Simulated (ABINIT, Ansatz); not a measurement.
# CsH3Pb (Pm-3m): zone-centre phonons

Which modes does CsH3Pb (Pm-3m) have at the zone centre?

Main program and level: ABINIT 10.8.3; DFT LDA, scalar-relativistic, plane waves, PseudoDojo norm-conserving pseudopotentials.

The structure was built from a prototype and need not be the compound's stable phase.

### 1. Set-up

The structure is cubic, space group Pm-3m (No. 221). The conventional cell has a = 4.498 Å, b = 4.498 Å, c = 4.498 Å, α = 90.00°, β = 90.00°, γ = 90.00°. Nearest to Cs lie 12 H at 3.18 Å. Nearest to Pb lie 6 H at 2.25 Å. H has 2 Pb at 2.25 Å and 8 H at 3.18 Å and 4 Cs at 3.18 Å nearest. Farther neighbours are not listed.

### 2. Relaxing the cell and atoms

The harmonic expansion needs vanishing forces, and a free crystal bears no stress, so cell and atoms are brought to rest. Stress is more sensitive to the basis than forces are: the last 3 Ha under the cutoff are smoothed with ecutsm, and the cutoff is raised above that of the later runs.

The starting cell comes from a relaxation made beforehand in Ansatz (LDA, PseudoDojo NC).

relax.abi reads:

```
# relaxation
ionmov 2
optcell 2
dilatmx 1.08
ntime 40
tolmxf 1.0d-05
tolvrs 1.0d-14
prtwf 0
prtden 0
chksymtnons 0

# basis, mesh and filling
ecut 39.0
ecutsm 3.0
ngkpt 6 6 6
nshiftk 1
shiftk 0.0 0.0 0.0
istwfk *1
occopt 3
tsmear 0.01
nband 20
nstep 100
diemac 1000000.0
prtebands 0
prtgsr 0

# cell and atoms
acell 3*1.0 Angstrom
rprim 
    4.498359802 0.0 0.0
    0.0 4.498359802 0.0
    0.0 0.0 4.498359802
ntypat 3
znucl 55 82 1
natom 5
typat 1 2 3 3 3
xred 
    0.0 0.0 0.0
    0.5 0.5 0.5
    0.5 0.5 0.0
    0.5 0.0 0.5
    0.0 0.5 0.5
pp_dirpath "./pseudo"
pseudos "Cs.upf, Pb.upf, H.upf"
```

Launch:

```
$ OMP_NUM_THREADS=1 mpirun -n 4 abinit relax.abi > relax.log
```

Numbers of over 12 decimals in the logs are rounded to 6 here.

relax.abo, the main output file:

```text
[banners, grids, parts of the stress and lines that vanish by symmetry left out]
- input  file    -> relax.abi
- output file    -> relax.abo
- root for input  files -> relaxi
[...]
Symmetries : space group Pm -3 m (#221); Bravais cP (primitive cubic)
[...]
mpw =        9076          nfft =      157464          nkpt =          20
[...]
== DATASET  1 ==================================================================
[...]
cutoff_energies: {ecut:  39.0, pawecutdg:  -1.0, }
[...]
ETOT  1  -95.314712019865    -9.531E+01 6.999E-02 2.153E+02
 ETOT  2  -95.416231477118    -1.015E-01 2.108E-02 1.391E+01
 ETOT  3  -95.417470750522    -1.239E-03 1.595E-03 2.914E+00
 ETOT  4  -95.417591072473    -1.203E-04 1.222E-03 2.696E-02
 ETOT  5  -95.417593706154    -2.634E-06 2.809E-04 2.191E-03
[...]
At SCF step   16       vres2   =  9.07E-15 < tolvrs=  1.00E-14 =>converged.
[...]
sigma(1 1)=  1.06925187E-05  sigma(3 2)=  0.00000000E+00
  sigma(2 2)=  1.06925187E-05  sigma(3 1)=  0.00000000E+00
  sigma(3 3)=  1.06925187E-05  sigma(2 1)=  0.00000000E+00
[...]
convergence: {deltae: -1.535E-12, res2:  9.070E-15, residm:  5.266E-05, diffor: null, }
etotal    :  -9.54175940E+01
[...]
ETOT  1  -95.417589279496    -9.542E+01 3.727E-03 1.775E-01
[...]
At SCF step   12       vres2   =  1.43E-16 < tolvrs=  1.00E-14 =>converged.
[...]
sigma(1 1)=  9.79945088E-06  sigma(3 2)=  0.00000000E+00
  sigma(2 2)=  9.79945088E-06  sigma(3 1)=  0.00000000E+00
  sigma(3 3)=  9.79945088E-06  sigma(2 1)=  0.00000000E+00
[...]
convergence: {deltae: -3.979E-12, res2:  1.434E-16, residm:  3.842E-06, diffor: null, }
etotal    :  -9.54176000E+01
[...]
ETOT  1  -95.416377980825    -9.542E+01 1.391E-01 2.081E+01
[...]
At SCF step   14       vres2   =  3.36E-16 < tolvrs=  1.00E-14 =>converged.
[...]
sigma(1 1)= -1.35801702E-07  sigma(3 2)=  0.00000000E+00
  sigma(2 2)= -1.35801702E-07  sigma(3 1)=  0.00000000E+00
  sigma(3 3)= -1.35801702E-07  sigma(2 1)=  0.00000000E+00
[...]
convergence: {deltae: -5.784E-12, res2:  3.357E-16, residm:  2.454E-03, diffor: null, }
etotal    :  -9.54176312E+01
[...]
ETOT  1  -95.417630935613    -9.542E+01 2.237E-04 3.851E-03
[...]
ETOT  9  -95.417631166826    -2.245E-12 3.781E-05 5.694E-14
 ETOT 10  -95.417631166821     5.613E-12 4.865E-05 5.744E-15
 At SCF step   10       vres2   =  5.74E-15 < tolvrs=  1.00E-14 =>converged.
[...]
sigma(1 1)=  1.67962108E-09  sigma(3 2)=  0.00000000E+00
  sigma(2 2)=  1.67962107E-09  sigma(3 1)=  0.00000000E+00
  sigma(3 3)=  1.67962107E-09  sigma(2 1)=  0.00000000E+00
[...]
convergence: {deltae:  5.613E-12, res2:  5.744E-15, residm:  4.865E-05, diffor: null, }
etotal    :  -9.54176312E+01
[...]
At Broyd/MD step   4, gradients are converged :
[...]
sigma(1 1)=  1.67962108E-09  sigma(3 2)=  0.00000000E+00
  sigma(2 2)=  1.67962107E-09  sigma(3 1)=  0.00000000E+00
  sigma(3 3)=  1.67962107E-09  sigma(2 1)=  0.00000000E+00
[...]
- sigma(1 1)=  4.94161581E-05  sigma(3 2)=  0.00000000E+00
- sigma(2 2)=  4.94161580E-05  sigma(3 1)=  0.00000000E+00
- sigma(3 3)=  4.94161581E-05  sigma(2 1)=  0.00000000E+00
[...]
fcart     -0.0000000000E+00 -0.0000000000E+00 -0.0000000000E+00
           strten      1.6796210759E-09  1.6796210724E-09  1.6796210733E-09
================================================================================

[key lines of the parts left out:]
pressure_GPa:  -4.9416E-05
Total energy (etotal) [Ha]= -9.54176311668208E+01
```

Run time: 8.2 min. Hardware: 4 MPI ranks of Intel Xeon Platinum 8259CL at 2.50GHz (Skylake/Cascade Lake), shared host; 32 min of CPU time.

Relaxation path:

```
step  energy less that of the first step (eV)  largest force (eV/Å)  volume (Å³)
   1                                   0.0000                0.0000        91.03
   2                                  -0.0002                0.0000        90.94
   3                                  -0.0010                0.0000        89.99
   4                                  -0.0010                0.0000        90.00
```

```
conventional cell, symmetrised  before  after  change
                         a (Å)   4.498  4.481  -0.4 %
                         b (Å)   4.498  4.481  -0.4 %
                         c (Å)   4.498  4.481  -0.4 %
              volume (Å³/atom)   18.21  18.00  -1.1 %
```

The relaxed structure:

```cif
data_structure
_symmetry_space_group_name_H-M 'P 1'
_symmetry_Int_Tables_number 1
_cell_length_a 4.4815
_cell_length_b 4.4815
_cell_length_c 4.4815
_cell_angle_alpha 90.000
_cell_angle_beta 90.000
_cell_angle_gamma 90.000
_cell_volume 90.00
loop_
_atom_site_label
_atom_site_type_symbol
_atom_site_fract_x
_atom_site_fract_y
_atom_site_fract_z
_atom_site_occupancy
Cs1 Cs 0.00000 0.00000 0.00000 1
Pb2 Pb 0.50000 0.50000 0.50000 1
H3 H 0.50000 0.50000 0.00000 1
H4 H 0.50000 0.00000 0.50000 1
H5 H 0.00000 0.50000 0.50000 1
```

Read from the output:

- volume per atom: 18.00 Å³
- pressure: -4.94e-5 GPa
- gap on the k-mesh: 0 eV

The volume changes by -1.1 % from the cell with which this run began.

### 3. Self-consistent run for the response

The response is built on these wavefunctions, so the potential is converged far more tightly than an energy would need. Occupations are smeared.

gs.abi reads:

```
# ground state
tolvrs 1.0d-16
prtden 1
prtwf 1

# basis, mesh and filling
ecut 31.0
ngkpt 6 6 6
nshiftk 1
shiftk 0.0 0.0 0.0
istwfk *1
occopt 3
tsmear 0.01
nband 20
nstep 100
diemac 1000000.0
prtebands 0
prtgsr 0

# cell and atoms
acell 3*1.0 Angstrom
rprim 
    4.481475715 0.0 0.0
    0.0 4.481475715 0.0
    0.0 0.0 4.481475715
ntypat 3
znucl 55 82 1
natom 5
typat 1 2 3 3 3
xred 
    0.0 0.0 0.0
    0.5 0.5 0.5
    0.5 0.5 0.0
    0.5 0.0 0.5
    0.0 0.5 0.5
pp_dirpath "./pseudo"
pseudos "Cs.upf, Pb.upf, H.upf"
```

Launch:

```
$ OMP_NUM_THREADS=1 mpirun -n 4 abinit gs.abi > gs.log
```

gs.abo, the main output file:

```text
[banners, grids, parts of the stress and lines that vanish by symmetry left out]
- input  file    -> gs.abi
- output file    -> gs.abo
- root for input  files -> gsi
[...]
Symmetries : space group Pm -3 m (#221); Bravais cP (primitive cubic)
[...]
mpw =        5056          nfft =       91125          nkpt =          20
[...]
== DATASET  1 ==================================================================
[...]
cutoff_energies: {ecut:  31.0, pawecutdg:  -1.0, }
[...]
ETOT  1  -95.285761369765    -9.529E+01 1.299E-01 1.252E+02
 ETOT  2  -95.416166694581    -1.304E-01 3.223E-03 7.817E+00
 ETOT  3  -95.417351105758    -1.184E-03 9.379E-04 1.613E+00
 ETOT  4  -95.417471316405    -1.202E-04 7.472E-04 1.537E-02
 ETOT  5  -95.417474383380    -3.067E-06 2.948E-04 1.465E-03
[...]
ETOT 18  -95.417474730277    -3.439E-12 1.237E-05 5.488E-16
 ETOT 19  -95.417474730272     5.883E-12 2.675E-06 5.772E-17
 At SCF step   19       vres2   =  5.77E-17 < tolvrs=  1.00E-16 =>converged.
[...]
sigma(1 1)=  1.82113643E-06  sigma(3 2)=  0.00000000E+00
  sigma(2 2)=  1.82113643E-06  sigma(3 1)=  0.00000000E+00
  sigma(3 3)=  1.82113643E-06  sigma(2 1)=  0.00000000E+00
[...]
convergence: {deltae:  5.883E-12, res2:  5.772E-17, residm:  2.675E-06, diffor: null, }
etotal    :  -9.54174747E+01
[...]
sigma(1 1)=  1.82113643E-06  sigma(3 2)=  0.00000000E+00
  sigma(2 2)=  1.82113643E-06  sigma(3 1)=  0.00000000E+00
  sigma(3 3)=  1.82113643E-06  sigma(2 1)=  0.00000000E+00
[...]
- sigma(1 1)=  5.35796836E-02  sigma(3 2)=  0.00000000E+00
- sigma(2 2)=  5.35796836E-02  sigma(3 1)=  0.00000000E+00
- sigma(3 3)=  5.35796836E-02  sigma(2 1)=  0.00000000E+00
[...]
fcart     -0.0000000000E+00 -0.0000000000E+00 -0.0000000000E+00
           strten      1.8211364314E-06  1.8211364314E-06  1.8211364314E-06
================================================================================

[key lines of the parts left out:]
pressure_GPa:  -5.3580E-02
```

It took 92 s on 4 MPI ranks; 6.1 min of CPU time.

Numbers from this step:

```yaml
pressure: -0.05358 GPa
```

The cell stands at -0.054 GPa, close enough for phonons.

(Part 1 of 4 ends here.)

[Host names and launcher messages were left out of these logs when they were recorded.]

[Logs are printed without paths, hosts, clocks, repeated set-up lines and the standing remarks that a program may print on its own settings, such as how far it seeks lower states.]

[Hosts, paths, dates, database ids (printed as entryN), source tags and the programs' standing remarks are cut or masked in the printed files.]
